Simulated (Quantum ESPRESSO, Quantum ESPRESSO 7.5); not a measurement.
# Work function and surface energy of Cu(100) against thickness

Aim: how the work function and the surface energy of Cu(100) settle with the number of layers.

Program: Quantum ESPRESSO 7.5. Level of theory: plane-wave DFT, PBE, GBRV ultrasoft pseudopotentials. Results are calculated unless marked as measured.

## 1. The starting structure

The cell holds 8 atoms: 8 Cu. Cell: a = 2.553 Å, b = 2.553 Å, c = 27.635 Å, α = 90.0°, β = 90.0°, γ = 90.0°. It derives from Cu. Vacuum lies along c.

As a file:

```
CELL_PARAMETERS angstrom
2.55266 0.00000 0.00000
0.00000 2.55266 0.00000
0.00000 0.00000 27.63500
ATOMIC_POSITIONS crystal
Cu 0.50000 0.50000 0.27139
Cu 0.00000 0.00000 0.33671
Cu 0.50000 0.50000 0.40203
Cu 0.00000 0.00000 0.46734
Cu 0.50000 0.50000 0.53266
Cu 0.00000 0.00000 0.59797
Cu 0.50000 0.50000 0.66329
Cu 0.00000 0.00000 0.72861
```

## 2. The script

ASE writes the inputs, starts pw.x and reads the results. Under ESM bc1 the zero of energy of a symmetric slab is the vacuum, so the work function is minus the Fermi level.

run.py reads:

```python
import json
import numpy as np
from ase.build import fcc100
from ase.calculators.espresso import Espresso, EspressoProfile

profile = EspressoProfile(command='mpirun -n 4 pw.x -nk 4', pseudo_dir='../pseudo')
pseudopotentials = {'Cu': 'cu_pbe_v1.2.uspp.F.UPF'}
system = {'ecutwfc': 40, 'ecutrho': 200, 'occupations': 'smearing', 'smearing': 'mv', 'degauss': 0.02}


def calculator(name, kpts, **extra):
    data = dict(control=dict(tprnfor=True, verbosity='high', disk_io='none'),
                system=system | extra,
                electrons=dict(conv_thr=1e-07, mixing_beta=0.4, mixing_mode='local-TF',
                               electron_maxstep=100))
    return Espresso(profile=profile, directory=name, pseudopotentials=pseudopotentials, kpts=kpts, input_data=data)


def centre(atoms):
    z = atoms.positions[:, 2]
    atoms.positions[:, 2] -= (z.max() + z.min()) / 2  # ESM wants the slab about z = 0
    return atoms


rows = []
for n in [3, 4, 5, 6, 7, 8]:
    slab = centre(fcc100('Cu', size=(1, 1, n), a=3.61, vacuum=7.5, periodic=True))
    slab.set_initial_magnetic_moments([0.0] * n)
    slab.calc = calculator(f'n{n}', (12, 12, 1), assume_isolated='esm', esm_bc='bc1')
    energy = slab.get_potential_energy()
    work = -slab.calc.get_fermi_level()
    force = slab.get_forces()[-1, 2]
    rows.append([n, energy, work, force])
    print(f'{n} layers: E = {energy:.5f} eV, work function {work:.3f} eV, force on the top atom {force:+.3f} eV/A')

n, energy = np.array(rows)[:, :2].T
slope, offset = np.polyfit(n[1:], energy[1:], 1)
area = np.linalg.norm(np.cross(*slab.cell[:2]))
gamma = offset / (2 * area) * 16.0218
print(f'bulk energy from the slope {slope:.5f} eV an atom; unrelaxed surface energy {gamma:.3f} J/m^2')
json.dump(dict(rows=rows, slope=slope, gamma=gamma), open('result.json', 'w'))
```

Started as:

```sh
$ OMP_NUM_THREADS=1 python run.py
```

Output:

```text
3 layers: E = -16479.99467 eV, work function 4.616 eV, force on the top atom -0.077 eV/A
4 layers: E = -21973.71926 eV, work function 4.592 eV, force on the top atom -0.082 eV/A
5 layers: E = -27467.47034 eV, work function 4.522 eV, force on the top atom -0.095 eV/A
6 layers: E = -32961.20143 eV, work function 4.549 eV, force on the top atom -0.103 eV/A
7 layers: E = -38454.93947 eV, work function 4.511 eV, force on the top atom -0.092 eV/A
8 layers: E = -43948.65489 eV, work function 4.571 eV, force on the top atom -0.090 eV/A
bulk energy from the slope -5493.73404 eV an atom; unrelaxed surface energy 1.484 J/m^2
```

Elapsed: 12 min, on 4 MPI ranks of Arm Neoverse V1, shared host; peak memory 0.8 GiB.

The input that ASE wrote for the first run, and its log:

```
&CONTROL
   verbosity        = 'high'
   tprnfor          = .true.
   disk_io          = 'none'
   pseudo_dir       = '../pseudo'
/
&SYSTEM
   ecutwfc          = 40
   ecutrho          = 200
   occupations      = 'smearing'
   degauss          = 0.02
   smearing         = 'mv'
   assume_isolated  = 'esm'
   esm_bc           = 'bc1'
   ntyp             = 1
   nat              = 3
   ibrav            = 0
/
&ELECTRONS
   electron_maxstep = 100
   conv_thr         = 1e-07
   mixing_mode      = 'local-TF'
   mixing_beta      = 0.4
/
&IONS
/
&CELL
/
&FCP
/
&RISM
/
ATOMIC_SPECIES
Cu 63.546 cu_pbe_v1.2.uspp.F.UPF

K_POINTS automatic
12 12 1  0 0 0

CELL_PARAMETERS angstrom
2.55265548008344 0.00000000000000 0.00000000000000
0.00000000000000 2.55265548008344 0.00000000000000
0.00000000000000 0.00000000000000 18.61000000000000

ATOMIC_POSITIONS angstrom
Cu 0.0000000000 0.0000000000 -1.8050000000  
Cu 1.2763277400 1.2763277400 0.0000000000  
Cu 0.0000000000 0.0000000000 1.8050000000
```

```text
Program PWSCF v.7.5 starts
[citation notice left out]

     Parallel version (MPI & OpenMP), running on       4 processor cores
     Number of MPI processes:                 4
     Threads/MPI process:                     1

     MPI processes distributed on     1 nodes
[... 1 line left out ...]

Warning: card &CELL ignored
Warning: card &FCP ignored
Warning: card &RISM ignored

     Current dimensions of program PWSCF are:
     Max number of different atomic species (ntypx) = 10
     Max number of k-points (npk) =  40000
     Max angular momentum in pseudopotentials (lmaxx) =  4
     Message from routine setup:
     using ibrav=0 with symmetry is DISCOURAGED, use correct ibrav instead

     K-points division:     npool     =       4
     Subspace diagonalization in iterative solution of the eigenvalue problem:
     a serial algorithm will be used

     G-vector sticks info
     --------------------
     sticks:   dense  smooth     PW     G-vecs:    dense   smooth      PW
     Sum         373     293     97                39107    28009    5313

     Using Slab Decomposition

     bravais-lattice index     =            0
     lattice parameter (alat)  =       4.8238  a.u.
     unit-cell volume          =     818.3279 (a.u.)^3
     number of atoms/cell      =            3
     number of atomic types    =            1
     number of electrons       =        57.00
     number of Kohn-Sham states=           35
     kinetic-energy cutoff     =      40.0000  Ry
     charge density cutoff     =     200.0000  Ry
     scf convergence threshold =      1.0E-07
     mixing beta               =       0.4000
     number of iterations used =            8  local-TF  mixing
     Exchange-correlation= SLA  PW   PBE  PBE
                           (   1   4   3   4   0   0   0)

     Effective Screening Medium Method
     =================================
     Boundary Conditions: Vacuum-Slab-Vacuum
     total charge in unit cell        =   0.0000
     grid points for fit at edges     =        4

[... 10 lines left out ...]
     PseudoPot. # 1 for Cu read from file:
     ../pseudo/cu_pbe_v1.2.uspp.F.UPF
     Pseudo is Ultrasoft + core correction, Zval = 19.0
     Generated by new atomic code, or converted to UPF format
     Using radial grid of  867 points,  6 beta functions with:
                l(1) =   0
                l(2) =   0
                l(3) =   1
                l(4) =   1
                l(5) =   2
                l(6) =   2
     Q(r) pseudized with  8 coefficients,  rinner =    1.150   1.150   1.150
                                                       1.150   1.150

     atomic species   valence    mass     pseudopotential
     Cu               19.00    63.54600     Cu( 1.00)

     16 Sym. Ops., with inversion, found

                                    s                        frac. trans.

      isym =  1     identity

[... 541 lines left out ...]
     0.1820   0.8093   2.7697

     occupation numbers
     1.0000   1.0000   1.0000   1.0000   1.0000   1.0000   1.0000   1.0000
     1.0000   1.0000   1.0000   1.0000   1.0000   1.0000   1.0000   1.0000
     1.0000   1.0000   1.0000   1.0000   1.0000   1.0000   1.0000   1.0000
     1.0000   1.0000   1.0000   1.0000   1.0000   1.0000   0.0000   0.0000
     0.0000   0.0000   0.0000

[... 324 lines left out ...]

     the Fermi energy is    -4.6161 ev

!    total energy              =   -1211.25737340 Ry
     estimated scf accuracy    <       0.00000005 Ry
     smearing contrib. (-TS)   =      -0.00049654 Ry
     internal energy E=F+TS    =   -1211.25687686 Ry

     The total energy is F=E-TS. E is the sum of the following terms:
     one-electron contribution =    4922.85054936 Ry
     hartree contribution      =   -2469.81071646 Ry
     xc contribution           =    -116.32405324 Ry
     ewald contribution        =   -3547.97265651 Ry

     convergence has been achieved in  17 iterations

     negative rho (up, down):  6.520E-05 0.000E+00

     Forces acting on atoms (cartesian axes, Ry/au):

     atom    1 type  1   force =     0.00000000    0.00000000    0.00299122
     atom    2 type  1   force =     0.00000000    0.00000000    0.00000000
     atom    3 type  1   force =     0.00000000    0.00000000   -0.00299122
     The non-local contrib.  to forces
     atom    1 type  1   force =     0.00000000    0.00000000   -0.36863367
     atom    2 type  1   force =     0.00000000    0.00000000    0.00000000
     atom    3 type  1   force =     0.00000000    0.00000000    0.36863367
     The ionic contribution  to forces
     atom    1 type  1   force =    -0.00000000   -0.00000000 -382.33995166
     atom    2 type  1   force =     0.00000000    0.00000000   -0.00000000
     atom    3 type  1   force =    -0.00000000   -0.00000000  382.33995166
     The local contribution  to forces
     atom    1 type  1   force =     0.00000000    0.00000000  382.71094838
     atom    2 type  1   force =     0.00000005    0.00000005    0.00000107
     atom    3 type  1   force =    -0.00000000    0.00000000 -382.71094623
     The core correction contribution to forces
     atom    1 type  1   force =     0.00000000   -0.00000000    0.00034951
     atom    2 type  1   force =     0.00000000    0.00000000   -0.00000000
     atom    3 type  1   force =     0.00000000    0.00000000   -0.00034951
     The Hubbard contrib.    to forces
     atom    1 type  1   force =     0.00000000    0.00000000    0.00000000
     atom    2 type  1   force =     0.00000000    0.00000000    0.00000000
     atom    3 type  1   force =     0.00000000    0.00000000    0.00000000
     The SCF correction term to forces
     atom    1 type  1   force =     0.00000000    0.00000000    0.00028019
     atom    2 type  1   force =     0.00000000   -0.00000000    0.00000034
     atom    3 type  1   force =     0.00000000    0.00000000   -0.00027928

     Total force =     0.004230     Total SCF correction =     0.000396
     Message from routine punch:
     Nothing written, as per user request (disk_io='none')

[... 1 line left out ...]

[... 1 line left out ...]

[... 1 line left out ...]

[... 3 lines left out ...]

[... 1 line left out ...]

[... 2 lines left out ...]

[... 1 line left out ...]

[... 1 line left out ...]

=------------------------------------------------------------------------------=
   JOB DONE.
=------------------------------------------------------------------------------=
```

Numbers from this step:

- surface energy: 1.484 J/m²
- work function of the thickest slab: 4.571 eV

Table of work function by layers:

```tsv
layers	work function (eV)
3.00	4.62
4.00	4.59
5.00	4.52
6.00	4.55
7.00	4.51
8.00	4.57
```

The force on the top atom along the normal by layers:

```tsv
layers	force on the top atom along the normal (eV/Å)
3.00	-0.0769
4.00	-0.0815
5.00	-0.0954
6.00	-0.103
7.00	-0.0915
8.00	-0.0903
```

Table of energy less the bulk line's slope by layers:

```tsv
layers	energy less the bulk line's slope (meV)
3.00	1207
4.00	1217
5.00	1200
6.00	1203
7.00	1199
8.00	1217
```

## 3. The script: LDA, GBRV ultrasoft

Level of this step: plane-wave DFT, LDA, GBRV ultrasoft pseudopotentials (Quantum ESPRESSO 7.5).

run.py, as its differences from the input of step 2:

```diff
@@ -6,3 +6,3 @@
 profile = EspressoProfile(command='mpirun -n 4 pw.x -nk 4', pseudo_dir='../pseudo')
-pseudopotentials = {'Cu': 'cu_pbe_v1.2.uspp.F.UPF'}
+pseudopotentials = {'Cu': 'cu_lda_v1.2.uspp.F.UPF'}
 system = {'ecutwfc': 40, 'ecutrho': 200, 'occupations': 'smearing', 'smearing': 'mv', 'degauss': 0.02}
```

Started as:

```sh
$ OMP_NUM_THREADS=1 python run.py
```

Output:

```text
3 layers: E = -16469.87620 eV, work function 4.980 eV, force on the top atom -0.642 eV/A
4 layers: E = -21960.38613 eV, work function 4.954 eV, force on the top atom -0.648 eV/A
5 layers: E = -27450.92047 eV, work function 4.887 eV, force on the top atom -0.684 eV/A
6 layers: E = -32941.43507 eV, work function 4.913 eV, force on the top atom -0.688 eV/A
7 layers: E = -38431.95594 eV, work function 4.877 eV, force on the top atom -0.677 eV/A
8 layers: E = -43922.45467 eV, work function 4.938 eV, force on the top atom -0.667 eV/A
bulk energy from the slope -5490.51725 eV an atom; unrelaxed surface energy 2.057 J/m^2
```

The job ended after 11 min (4 MPI ranks; peak memory 0.8 GiB; 45 min of CPU time).

Numbers from this step:

| Quantity | Value |
| --- | --- |
| surface energy | 2.057 J/m² |
| work function of the thickest slab | 4.938 eV |

Table of work function by layers:

```tsv
layers	work function (eV)
3.00	4.98
4.00	4.95
5.00	4.89
6.00	4.91
7.00	4.88
8.00	4.94
```

Table of force on the top atom along the normal by layers:

```tsv
layers	force on the top atom along the normal (eV/Å)
3.00	-0.642
4.00	-0.648
5.00	-0.684
6.00	-0.688
7.00	-0.677
8.00	-0.667
```

Table of energy less the bulk line's slope by layers:

```tsv
layers	energy less the bulk line's slope (meV)
3.00	1676
4.00	1683
5.00	1666
6.00	1668
7.00	1665
8.00	1683
```

## 4. The arithmetic

γ = (E_N − N e_bulk)/(2A). The excess of the thickest slab is 1.217 eV and A = 6.516 Å²: 1.217/(2 × 6.516) × 16.02 = 1.50 J/m² (1 eV/Å² = 16.02 J/m²); the fit's intercept gives 1.48.

## 5. Outcome

| Property | Result |
| --- | --- |
| work function of the thickest slab, PBE, GBRV ultrasoft | 4.57 eV |
| unrelaxed surface energy, PBE, GBRV ultrasoft | 1.48 J/m² |
| work function of the thickest slab, LDA, GBRV ultrasoft | 4.94 eV |
| unrelaxed surface energy, LDA, GBRV ultrasoft | 2.06 J/m² |

What this shows: The thickest slab gives a work function of 4.57 eV and the series an unrelaxed surface energy of 1.48 J/m² (PBE, GBRV ultrasoft). The work function swings by 0.10 eV over 3 to 8 layers and by 0.06 eV over the last step; confined states crossing the Fermi level and the finite mesh both contribute. So 8 layers don't yet hold the work function to 0.05 eV on this mesh. The force on the top atom of the thickest slab points inwards (0.09 eV/Å). The slabs are cut from the bulk at the tabulated lattice constant and not relaxed; the surface energy comes from a straight line through the energies of all but the thinnest slab.

[Logs are printed without paths, hosts, clocks, repeated set-up lines and the standing remarks that a program may print on its own settings, such as how far it seeks lower states.]

[Hosts, paths, dates, database ids (printed as entryN), source tags and the programs' standing remarks are cut or masked in the printed files.]

[Maps of the electrostatic potential energy from Ansatz leave out the sawtooth potential of an applied field or a dipole correction, so their vacuum need not be flat; planar profiles and work functions include it.]
